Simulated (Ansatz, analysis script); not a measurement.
## Free-standing square Os monolayer, spacing 2.74 Å: E(q) by the generalised Bloch theorem

Spirals are solved in the crystal's own cell at each q. What do they say of the order in a free-standing square Os monolayer, spacing 2.74 Å?

Program: Ansatz 0.2.0. Level of theory: PBEsol, PAW set soft_1 (files made for PBE). Results are calculated unless marked as measured.

In doubt: warnings of the run leave room for a lower electronic state (step 8), so energies may not be the lowest and differences between runs may mislead.

## 1. Starting point

The cell holds 1 atom: 1 Os. Its edges and angles: a = 2.740 Å, b = 2.740 Å, c = 14.000 Å, α = 90.0°, β = 90.0°, γ = 90.0°. An idealised lattice of chosen spacing, in vacuum. Vacuum lies along c.

## 2. Starting state

A collinear run comes first: it shows whether moments survive, and how large they are.

File input.yaml:

```yaml
crystal:
  lattice:
    - [2.74, 0.0, 0.0]
    - [0.0, 2.74, 0.0]
    - [0.0, 0.0, 14.0]
  atoms:
    - { symbol: Os, position: [0.0, 0.0, 0.5], spin: 1.0 }
magnetization:
  spin_polarized: true
kpoints:
  mp_grid: { grid: [7, 7, 1] }
hamiltonian:
  xc: pbesol
  pseudopotentials: { kind: paw, azcp: { folder: soft_1 }, xc_functional: pbe }
scf:
  occupations: { method: fermi_dirac, width: 0.1 }
  max_iter: 120
  convergence: { dr2_threshold: 1.0e-08 }
  lower_state_search: "off"
output:
  write_density: true
  write_potential: true
  elf: true
  volumetric_format: npy
```

Launch:

```bash
$ ansatz run input.yaml --threads 4 --pin off --max-ram 8192MiB --backend cpu --events-out ev --progress --plain --runs-dir out
```

Numbers of over 12 decimals in the logs are rounded to 6 here.

The log of the run:

```text
Engine: ansatz 0.2.0, x86_64-unknown-linux-gnu
Pseudopotentials: kind: paw
Pseudopotential: Os, paw, valence charge 16, recommended cutoff 420 eV (normal), soft_1/Os.paw.azcp
Functional definition: PBEsol
  exchange = pbesol_x
  correlation = pbesol_c
Crystal: 1 atoms, lattice volume = 105.106 Å³
Basis set: ecut = 420 eV, 2107 PW (Γ)
Bands: 13, of which v1, the nominal top of the filled ones, is band 8 counted from 1 (7 counted from 0)
Symmetry: 16 space group operations
Space group: P4/mmm (ITA 123), of the structure as read, at distance tolerance 4.7e-5 Å
Magnetic group: BNS 123.339 (UNI 999), of the structure as read, at distance tolerance 4.7e-5 Å
k-points: 10 of 49
Non-local potential: Os, projectors of the file, l = 0: 3, l = 1: 2, l = 2: 2, l = 3: 1
PAW form: soft (Blöchl's): semilocal exchange-correlation on the pseudo side does not see the compensation charge
PAW frozen core: Os, regenerated for the run's functional, and the local potential with it (the file was generated under x = pbe(κ = 0.804, μ = 0.219515), c = pbe(β = 0.066725))
PAW one-centre angular grid: Os, 590 points (default); XC on 64 Gauss nodes
Initial density: superposition of atomic densities (neutral atoms: chi_scale 0, normalization atom)
Starting moments: Σ|m| = 1 μB on 1 of 1 site
Initial wavefunctions: pseudopotential atomic-orbital guess
Functional: x = pbesol(κ = 0.804, μ = 0.123457), c = pbesol(β = 0.046)
iter 1 solved again at ethr=1.27e-3 eV; its pass at ethr=3.10e-3 eV (dr2=2.03e-1 eV) is discarded
SCF iter   1: F=—  HF=-11247.964132 eV  |F-HF|=—  |Δ(HF+E_count)|=         —  Δρ=1.66e-2 (↑1.66e-2 ↓1.47e-2)  dr2=2.07e-1  dr2_m=1.73e-1  M=0.647 μB ∫|m|=0.648 μB  β_m=0.30  ethr=1.27e-3  ⟨swp⟩=1.1  Hψ=1956  notcnv=0
preconditioner: auto → LDOS  [metal: Δε(μ)=0.058 eV  Ē_g=6.999 eV  σ=0.100 eV  W_gap=0.14  n_scr=8 (ndim 8)  ℏωp=10.2 eV  f_vac=0.675  D(μ)=3.10/eV (n_scr^D=14)]
spin=Collinear: LDOS preconditioning applied to the charge; magnetization (m = ρ↑ − ρ↓) channel mixes plain (no charge-response kernel on spin).
SCF iter   2: F=—  HF=-11247.953093 eV  |F-HF|=—  |Δ(HF+E_count)|=   1.10e-2  Δρ=1.23e-2 (↑1.23e-2 ↓1.08e-2)  dr2=1.04e-1  dr2_m=9.27e-2  M=0.623 μB ∫|m|=0.625 μB  β_m=0.30  ethr=1.27e-3  ⟨swp⟩=1.9  Hψ=305  notcnv=0
SCF iter   3: F=—  HF=-11247.939816 eV  |F-HF|=—  |Δ(HF+E_count)|=   1.33e-2  Δρ=7.94e-3 (↑6.91e-3 ↓7.94e-3)  dr2=8.48e-3  dr2_m=4.90e-2  M=0.596 μB ∫|m|=0.599 μB  β_m=0.30  ethr=6.51e-4  ⟨swp⟩=2.2  Hψ=449  notcnv=0
SCF iter   4: F=—  HF=-11247.949321 eV  |F-HF|=—  |Δ(HF+E_count)|=   9.50e-3  Δρ=5.55e-3 (↑5.32e-3 ↓5.55e-3)  dr2=3.23e-3  dr2_m=2.77e-2  M=0.589 μB ∫|m|=0.592 μB  β_m=0.30  ethr=5.30e-5  ⟨swp⟩=2.6  Hψ=551  notcnv=0
SCF iter   5: F=—  HF=-11247.953745 eV  |F-HF|=—  |Δ(HF+E_count)|=   4.42e-3  Δρ=4.23e-3 (↑3.94e-3 ↓4.23e-3)  dr2=8.71e-4  dr2_m=1.56e-2  M=0.575 μB ∫|m|=0.578 μB  β_m=0.30  ethr=2.02e-5  ⟨swp⟩=2.2  Hψ=380  notcnv=0
SCF iter   6: F=—  HF=-11247.956702 eV  |F-HF|=—  |Δ(HF+E_count)|=   2.96e-3  Δρ=3.13e-3 (↑3.13e-3 ↓3.00e-3)  dr2=6.28e-5  dr2_m=9.05e-3  M=0.567 μB ∫|m|=0.571 μB  β_m=0.30  ethr=5.44e-6  ⟨swp⟩=2.5  Hψ=497  notcnv=0
SCF iter   7: F=—  HF=-11247.958445 eV  |F-HF|=—  |Δ(HF+E_count)|=   1.74e-3  Δρ=2.35e-3 (↑2.35e-3 ↓2.32e-3)  dr2=4.91e-6  dr2_m=5.26e-3  M=0.562 μB ∫|m|=0.565 μB  β_m=0.30  ethr=3.93e-7  ⟨swp⟩=2.3  Hψ=467  notcnv=0
Mixer restart at iter 7: flushing history
spin-set hold released at iteration 7 (site moments contracting): the magnetisation degrees of freedom join the quasi-Newton model from the next iteration; the mixer history was flushed
SCF iter   8: F=—  HF=-11247.959565 eV  |F-HF|=—  |Δ(HF+E_count)|=   1.12e-3  Δρ=1.80e-3 (↑1.80e-3 ↓1.79e-3)  dr2=6.11e-6  dr2_m=3.11e-3  M=0.559 μB ∫|m|=0.562 μB  β_m=0.65  ethr=3.07e-8  ⟨swp⟩=3.0  Hψ=489  notcnv=0
[...]
SCF iter  24: F=—  HF=-11247.962220 eV  |F-HF|=—  |Δ(HF+E_count)|=   2.79e-4  Δρ=3.10e-4 (↑3.10e-4 ↓2.84e-4)  dr2=8.64e-6  dr2_m=8.22e-5  M=0.542 μB ∫|m|=0.544 μB  β_m=0.95  ethr=1.90e-8  ⟨swp⟩=3.4  Hψ=559  notcnv=0
SCF iter  25: F=—  HF=-11247.962129 eV  |F-HF|=—  |Δ(HF+E_count)|=   9.09e-5  Δρ=3.36e-4 (↑2.77e-4 ↓3.36e-4)  dr2=2.12e-5  dr2_m=8.51e-5  M=0.520 μB ∫|m|=0.523 μB  β_m=0.22  ethr=1.90e-8  ⟨swp⟩=2.8  Hψ=493  notcnv=0
SCF iter  26: F=—  HF=-11247.961907 eV  |F-HF|=—  |Δ(HF+E_count)|=   2.23e-4  Δρ=2.18e-4 (↑1.96e-4 ↓2.18e-4)  dr2=3.51e-6  dr2_m=3.94e-5  M=0.489 μB ∫|m|=0.492 μB  β_m=0.78  ethr=1.90e-8  ⟨swp⟩=3.1  Hψ=505  notcnv=0
SCF iter  27: F=—  HF=-11247.961622 eV  |F-HF|=—  |Δ(HF+E_count)|=   2.85e-4  Δρ=9.13e-5 (↑9.13e-5 ↓8.58e-5)  dr2=5.38e-6  dr2_m=5.51e-6  M=0.406 μB ∫|m|=0.408 μB  β_m=0.99  ethr=1.90e-8  ⟨swp⟩=4.3  Hψ=658  notcnv=0
SCF iter  28: F=—  HF=-11247.961604 eV  |F-HF|=—  |Δ(HF+E_count)|=   1.80e-5  Δρ=3.55e-5 (↑3.55e-5 ↓2.18e-5)  dr2=2.39e-7  dr2_m=6.72e-7  M=0.389 μB ∫|m|=0.391 μB  β_m=0.99  ethr=1.90e-8  ⟨swp⟩=2.9  Hψ=456  notcnv=0
SCF iter  29: F=—  HF=-11247.961600 eV  |F-HF|=—  |Δ(HF+E_count)|=   3.68e-6  Δρ=7.17e-6 (↑7.17e-6 ↓6.62e-6)  dr2=3.35e-9  dr2_m=4.41e-8  M=0.379 μB ∫|m|=0.381 μB  β_m=0.99  ethr=6.25e-11  ⟨swp⟩=4.3  Hψ=1307  notcnv=0
SCF iter  30: F=—  HF=-11247.961600 eV  |F-HF|=—  |Δ(HF+E_count)|=   2.37e-7  Δρ=2.87e-6 (↑2.87e-6 ↓1.45e-6)  dr2=1.01e-8  dr2_m=1.98e-9  M=0.376 μB ∫|m|=0.378 μB  β_m=0.85  ethr=2.09e-11  ⟨swp⟩=6.5  Hψ=1114  notcnv=0
iter 31 did not close the SCF: its close was put off for a magnetic moment that had not settled (scf_convergence_deferred on its scf_iter line)
SCF iter  31: F=-11247.961600 eV  HF=-11247.961600 eV  |F-HF|=3.58e-10  |Δ(HF+E_count)|=   2.33e-9  Δρ=6.32e-7 (↑6.32e-7 ↓4.57e-7)  dr2=1.64e-10  dr2_m=2.38e-10  M=0.376 μB ∫|m|=0.378 μB  β_m=0.93  ethr=2.09e-11  ⟨swp⟩=1.1  Hψ=783  notcnv=0
SCF iter  32: F=-11247.961600 eV  HF=-11247.961600 eV  |F-HF|=5.46e-12  |Δ(HF+E_count)|=   1.26e-9  Δρ=3.32e-7 (↑3.32e-7 ↓1.59e-7)  dr2=5.80e-11  dr2_m=3.82e-11  M=0.376 μB ∫|m|=0.378 μB  ethr=1.02e-12  ⟨swp⟩=1.0  Hψ=847  notcnv=0
The SCF converged. Along the directions that its mixing steps explored, a Ritz value of the dielectric operator 1 − χ₀K read negative at each of the last 4 readings (its real part and the size of its imaginary part sum to between -0.12 and -0.11).
SCF 1 converged in 32 iterations: F = -11247.961600 eV  dr2 = 5.80e-11
  greatest PAW one-centre occupation: 1.000 electrons in one spin orbital (limit 2), on the Os atom at site 0 (counted from 0), in its partial waves of l = 0
WARN: The output density's exchange-correlation potential varies sharply where the density is thin. Do not read a vacuum level from v_tot or v_xc, or from such a field of the output density. On a cell that repeats whose density bears no net charge and no dipole along the vacuum's axis use v_es (v_loc + v_h of the components); under efield.dipole_correction with no amplitude use v_es + v_field, which holds any externa [...]
No search for a lower state was made along the close's negative reading: the deck asks for none (scf.lower_state_search: off) (following: asked_to_warn; scf.lower_state_search in the input reference).
SCF converged after 32 iterations
Magnetization: 0.3760 μB (8.1880 up, 7.8120 down)
Absolute magnetization: 0.3782 μB (∫|ρ↑−ρ↓|, with the PAW one-centre terms)
Spin contamination: 0.0109 ħ² per cell (⟨S²⟩ above its minimum at these occupations)
Per-site moments (μB) at R_I (Å): [(0.293216, 1.130250)]
Free energy (F): -11247.961600 eV
Harris-Foulkes:  -11247.961600 eV  (|F-HF|=5.46e-12)
Internal energy: -11247.868173 eV  (E = F + TS)
E sigma→0 (E₀):  -11247.914887 eV
Entropy (-TS):   -0.093427 eV (-93.427 meV/atom)
Fermi energy:    -1.662893 eV
--- Per-component energies (eV) ---
  E_band       = -483.581715
  E_kinetic    = 481.572095
  E_local      = -6855.490804  (includes V_loc(G=0)·N_el)
  E_nonlocal   = 201.985049
  E_hartree    = 3088.502146
  E_xc         = -225.464129
  E_vxc        = -236.543190  (∫ρ·V_xc dr)
  E_paw        = -8914.868312  (= ΣΔE_a)
  E_vpaw       = -252.110053  (= ΣTr[D̂ρ^β])
  E_aug_tail   = 0.000454  (compensation charges beyond the density's cutoff)
  E_ewald      = 975.647329
  E_core_change = 0.247998  (= ΣΔE_core)
  E_smearing   = -0.093427  (= −TS)
  E_closure    = 0.000000  (closes the sum)
  Σ components = -11247.961600   (vs F -11247.961600, Δ=0.00e0)
--- Band table (eV; the first three rows and the last of 20) ---
  k-point 0 ↑: bands = [... 4 lower, -7.6325, -5.5847, -3.3090, -0.8723, -0.8723, -0.1784, 0.1587, 3.9062, ... 1 higher]
  k-point 1 ↑: bands = [... 4 lower, -7.0675, -5.1354, -3.1263, -2.0983, -0.8115, -0.3280, 0.9928, 4.2940, ... 1 higher]
  k-point 2 ↑: bands = [... 4 lower, -6.0907, -3.4356, -3.4130, -2.6375, -1.2696, -0.6715, 2.5349, 5.4511, ... 1 higher]
  k-point 9 ↓: bands = [... 4 lower, -5.4874, -3.2488, -3.1478, -1.0262, 0.9716, 3.1804, 6.0551, 8.6457, ... 1 higher]
```

Wall time 2.5 s (4 threads of Intel Xeon Platinum 8488C (Sapphire Rapids), shared host); peak memory 0.36 GiB; 5.4 s of CPU time.

In the SCF lines HF is the Harris–Foulkes energy and dr2 the Hartree energy of the density residual, in eV; the loop may stop once dr2 is under the threshold and the program's other checks hold. Hψ counts applications of the Hamiltonian.

Spin moment in the atom's sphere by atom:

| atom | spin moment in the atom's sphere (μB) |
| --- | --- |
| Os1 | 0.293 |

The run ends ferromagnetic, with a net moment of 0.376 μB a cell. With one Os atom carrying the moment, parallel order of its images is forced by the cell, not found.

Spin density in the ca plane at fractional y = 0.000, with atoms of Os within 0.2 Å of it.

Ten even steps from '0' (0.00 e/Å³) to '9' (0.20 e/Å³), each cell a mean:
```
0000000000000000146334630000000000000000
0000000000000000011121110000000000000000
0000000000000000000000000000000000000000
0000000000000000000000000000000000000000
0000000000000000000000000000000000000000
0000000000000000000010000000000000000000
0000000000000000133122420000000000000000
0000000000000000269437941000000000000000
```
Columns run along c (14.0 Å), rows up along a (2.7 Å). Atoms in or near the plane, at fractional coordinates: Os at (0.50, 0.00).

Valence density in the ca plane at fractional y = 0.000, with atoms of Os within 0.2 Å of it. It is the smooth field of the valence electrons, not physical close to the nuclei.

Ten steps, logarithmic in the rise over the least value, from '0' (0.0 e/Å³) to '9' (8.4 e/Å³), each cell a mean:
```
0000000000000001258999631000000000000000
0000000000000000236887531000000000000000
0000000000000000124554321000000000000000
0000000000000000123343211000000000000000
0000000000000000123444321000000000000000
0000000000000000135776421000000000000000
0000000000000001247998631000000000000000
0000000000000001258999741000000000000000
```
Columns run along c (14.0 Å), rows up along a (2.7 Å). Atoms in or near the plane, at fractional coordinates: Os at (0.50, 0.00).

ELF in the ca plane at fractional y = 0.000, with atoms of Os within 0.2 Å of it. It is the smooth field of the valence electrons, not physical close to the nuclei.

Values, 5 rows by 16 columns, each cell a mean:
```
0.00 0.00 0.00 0.00 0.01 0.11 0.32 0.53 0.56 0.36 0.16 0.02 0.00 0.00 0.00 0.00
0.00 0.00 0.00 0.00 0.01 0.08 0.26 0.38 0.41 0.29 0.11 0.01 0.00 0.00 0.00 0.00
0.00 0.00 0.00 0.00 0.01 0.06 0.27 0.39 0.39 0.32 0.10 0.01 0.00 0.00 0.00 0.00
0.00 0.00 0.00 0.00 0.01 0.09 0.27 0.42 0.48 0.29 0.13 0.02 0.00 0.00 0.00 0.00
0.00 0.00 0.00 0.00 0.01 0.12 0.34 0.56 0.55 0.40 0.17 0.02 0.00 0.00 0.00 0.00
```
Columns run along c (14.0 Å), rows up along a (2.7 Å). Atoms in or near the plane, at fractional coordinates: Os at (0.50, 0.00).

## 3. The same state on a denser mesh

Levels at the Fermi energy are partly filled, so moments and energy differences can hang on the k-mesh, and the state is solved again on a denser one.

input.yaml, the sections that differ from step 2:

```yaml
crystal:
  lattice:
    - [2.74, 0.0, 0.0]
    - [0.0, 2.74, 0.0]
    - [0.0, 0.0, 14.0]
  atoms:
    - { symbol: Os, position: [0.0, 0.0, 0.5], spin: 0.29 }
kpoints:
  mp_grid: { grid: [20, 20, 1] }
basis:
  ecutwfc: 420.0
checkpoint:
  read: start
  write: ck
  compress: false
  write_wavefunctions: false
  write_every: 100000
# magnetization, hamiltonian, scf: as in step 2
# output: removed
```

The log of the run:

```text
[...]
SCF converged after 17 iterations
Magnetization: 0.9453 μB (8.4726 up, 7.5274 down)
Absolute magnetization: 0.9502 μB (∫|ρ↑−ρ↓|, with the PAW one-centre terms)
[...]
Per-site moments (μB) at R_I (Å): [(0.745227, 1.130250)]
Free energy (F): -11248.012114 eV
[...]
Internal energy: -11247.934645 eV  (E = F + TS)
E sigma→0 (E₀):  -11247.973380 eV
Entropy (-TS):   -0.077470 eV (-77.470 meV/atom)
Fermi energy:    -1.524828 eV
[...]
```

Wall time 2.6 s (4 threads); peak memory 0.48 GiB.

Spin moment in the atom's sphere by atom:

| atom | spin moment in the atom's sphere (μB) |
| --- | --- |
| Os1 | 0.745 |

The run ends ferromagnetic, with a net moment of 0.945 μB a cell, against 0.376 μB on the first mesh.

Each spiral starts from these moments, tilted 90° from the rotation axis z (a flat spiral); sizes are free, while the program holds flat spirals in their plane. Spin–orbit coupling is switched off, so the energy does not depend on how the axis lies in the crystal. The folder named start holds the saved collinear state, from which each run begins.

## 4. q = (0, 0, 0)

The reference is the same input at q = 0, so that basis and exchange-correlation form match those at other q. Every q is chosen so that q/2 is a mesh vector: every spiral then samples the k-points of q = 0, and much mesh noise cancels.

input.yaml, the sections that differ from step 3:

```yaml
crystal:
  lattice:
    - [2.74, 0.0, 0.0]
    - [0.0, 2.74, 0.0]
    - [0.0, 0.0, 14.0]
  atoms:
    - { symbol: Os, position: [0.0, 0.0, 0.5], spin: 0.75, spin_axis: [1.0, 0.0, 0.0] }
hamiltonian:
  xc: pbesol
  noncollinear_xc: locally_collinear
  pseudopotentials: { kind: paw, azcp: { folder: soft_1 }, xc_functional: pbe }
magnetization:
  noncollinear: true
  spin_spiral: { q: [0.0, 0.0, 0.0] }
checkpoint:
  read: start
# kpoints, scf, basis: as in step 3
```

Launch:

```bash
$ ansatz run input.yaml --threads 1 --pin off --max-ram 2048MiB --backend cpu --events-out ev --progress --plain --runs-dir out
```

The log of the run:

```text
Warning: checkpoint.read: spin treatment differs: saved collinear, current noncollinear; the saved charge density seeds this run and the saved magnetisation is carried along the axis that this deck's starting moments share; the saved density holds an absolute magnetisation of 9.5e-1 μB; saved orbitals and DFT+U occupations are not carried; the saved PAW projector densities are carried along that axis
Warning: checkpoint.read: magnetization.spin_spiral differs: saved none, current q = [0, 0, 0]; the saved state is no spin spiral's: the SCF starts from none of its orbitals and from its density, each atom's moment turned about z as a whole to its place on this deck's spiral. A spiral's own state at q: [0, 0, 0] serves better
[...]
Crystal: 1 atoms, lattice volume = 105.106 Å³
Basis set: ecut = 420 eV, 2107 PW (Γ)
Bands: 24, of which v1, the nominal top of the filled ones, is band 16 counted from 1 (15 counted from 0)
Symmetry: 16 space group operations
k-points: 66 of 400
Spin spiral: q = (0, 0, 0) of the reciprocal vectors; moments are told in the frame that turns with it, a site's in that at the site
[...]
SCF iter   1: F=—  HF=-11248.012148 eV  |F-HF|=—  |Δ(HF+E_count)|=         —  Δρ=3.58e-4  dr2=3.25e-8  dr2_m=3.09e-5  ethr=6.00e-7  |M|=9.47e-1 ∫|m|=9.52e-1 μB  |m|>n=3.7e-2 m-floor=0.0e0 τ_xc=1.8e-33  β_m=0.30  ⟨swp⟩=3.6  Hψ=11558  notcnv=0
eigensolver tolerance schedule: the retry pair's looser diagonalisation over-reported the residual by 2954.09 of it (diagonalisation noise at 1.34 of the residual, at the tolerance the schedule requests for it); recorded, not acted on — ethr = c·dr2/N_el stays at c = 1.0e-1
[...]
SCF iter   2: F=—  HF=-11248.012035 eV  |F-HF|=—  |Δ(HF+E_count)|=   1.12e-4  Δρ=4.79e-5  dr2=1.06e-8  dr2_m=5.52e-7  ethr=2.03e-10  |M|=9.46e-1 ∫|m|=9.50e-1 μB  |m|>n=3.7e-2 m-floor=0.0e0 τ_xc=4.7e-25  β_m=0.32  ⟨swp⟩=4.2  Hψ=5093  notcnv=0
[...]
SCF iter  26: F=-11248.012033 eV  HF=-11248.012033 eV  |F-HF|=8.43e-7  |Δ(HF+E_count)|=   1.80e-7  Δρ=6.40e-6  dr2=2.99e-10  dr2_m=1.13e-8 (ungated)  ethr=1.00e-12  |M|=9.44e-1 ∫|m|=9.49e-1 μB  |m|>n=3.7e-2 m-floor=0.0e0 τ_xc=7.4e-22  ⟨swp⟩=1.0  Hψ=6109  notcnv=0
WARN: the SCF converged with its magnetisation's residual not under the threshold: the closing 1.1e-8 eV is 1.1 times the dr2_threshold of 1.0e-8 eV (dr2 = 3.0e-10 eV). The gate was let go: when it was, by the median slope of its logarithm over ten or forty iterations, what it reads would neither halve nor double within ten. Under the locally-collinear projection, and under mr2scan, the residual can stop falling at any height. The total energy errs little by it; moments, spin splittings, forces and the stress err at first order in its in/out step. One rigid rotation of the whole field is dr2_mag_rotation_ev = 3.1e-11 eV of it. [rest of the remark cut]
SCF 1 converged in 26 iterations: F = -11248.012033 eV  dr2 = 2.99e-10
[...]
SCF converged after 26 iterations
Stability not checked: this state was not tested for a lower state beside it, because this non-collinear magnet's GGA is evaluated by the locally collinear projection, under which the energy is not smooth in the magnetisation (locally_collinear_gga; see scf.lower_state_search)
Magnetization: |M| = 0.9444 μB,  M = (+0.9444, +0.0001, +0.0000) μB
Absolute magnetization: 0.9490 μB (∫|m|, with the PAW one-centre terms)
  site 0: m = (+0.7440, -0.0000, +0.0000) μB, |m| = 0.7440 μB  (R = 1.13 Å)
Free energy (F): -11248.012033 eV
[...]
Internal energy: -11247.934529 eV  (E = F + TS)
E sigma→0 (E₀):  -11247.973281 eV
Entropy (-TS):   -0.077503 eV (-77.503 meV/atom)
Fermi energy:    -1.525079 eV
[...]
```

It took 88 s on 1 thread; peak memory 0.65 GiB.

The largest moment is 0.744 μB, against 0.745 μB in the collinear run.

## 5. q = (0, 0.1, 0)

Only q changes. The cell stays that of the crystal, since the generalised Bloch theorem carries the rotation from cell to cell.

Edit input.yaml of step 4 so:

```diff
@@ -22,3 +22,3 @@
   noncollinear: true
-  spin_spiral: { q: [0.0, 0.0, 0.0] }
+  spin_spiral: { q: [0.0, 0.1, 0.0] }
 checkpoint:
```

The log of the run:

```text
[...]
Crystal: 1 atoms, lattice volume = 105.106 Å³
Basis set: ecut = 420 eV, 2107 PW (Γ)
Bands: 24, of which v1, the nominal top of the filled ones, is band 16 counted from 1 (15 counted from 0)
Symmetry: 4 space group operations
k-points: 121 of 400
[...]
SCF iter  10: F=-11248.010969 eV  HF=-11248.010969 eV  |F-HF|=1.36e-9  |Δ(HF+E_count)|=   1.39e-9  Δρ=1.30e-6  dr2=1.21e-9  dr2_m=4.26e-10  ethr=1.25e-11  |M|=8.88e-1 ∫|m|=8.98e-1 μB  |m|>n=3.7e-2 m-floor=0.0e0 τ_xc=1.7e-18  ⟨swp⟩=1.0  Hψ=8307  notcnv=0
SCF 1 converged in 10 iterations: F = -11248.010969 eV  dr2 = 1.21e-9
[...]
SCF converged after 10 iterations
[...]
Magnetization: |M| = 0.8879 μB,  M = (+0.8879, -0.0000, +0.0000) μB
Absolute magnetization: 0.8980 μB (∫|m|, with the PAW one-centre terms)
  site 0: m = (+0.7024, +0.0000, +0.0000) μB, |m| = 0.7024 μB  (R = 1.13 Å)
Free energy (F): -11248.010969 eV
[...]
Internal energy: -11247.931079 eV  (E = F + TS)
E sigma→0 (E₀):  -11247.971024 eV
Entropy (-TS):   -0.079890 eV (-79.890 meV/atom)
Fermi energy:    -1.528885 eV
[...]
```

Run time: 46 s. Hardware: 1 thread; peak memory 0.86 GiB.

The energy of the cell lies 1.06 meV above that at q = 0, and the largest moment is 0.702 μB against 0.744 μB.

(Part 1 of 2 ends here.)

[Logs and program files are shortened in this print: banners, set-up blocks, solver, clock and traceback lines can be left out without a mark of their own.]

[Logs are printed without paths, hosts, clocks, repeated set-up lines and the standing remarks that a program may print on its own settings, such as how far it seeks lower states.]

[Hosts, paths, dates, database ids (printed as entryN), source tags and the programs' standing remarks are cut or masked in the printed files.]
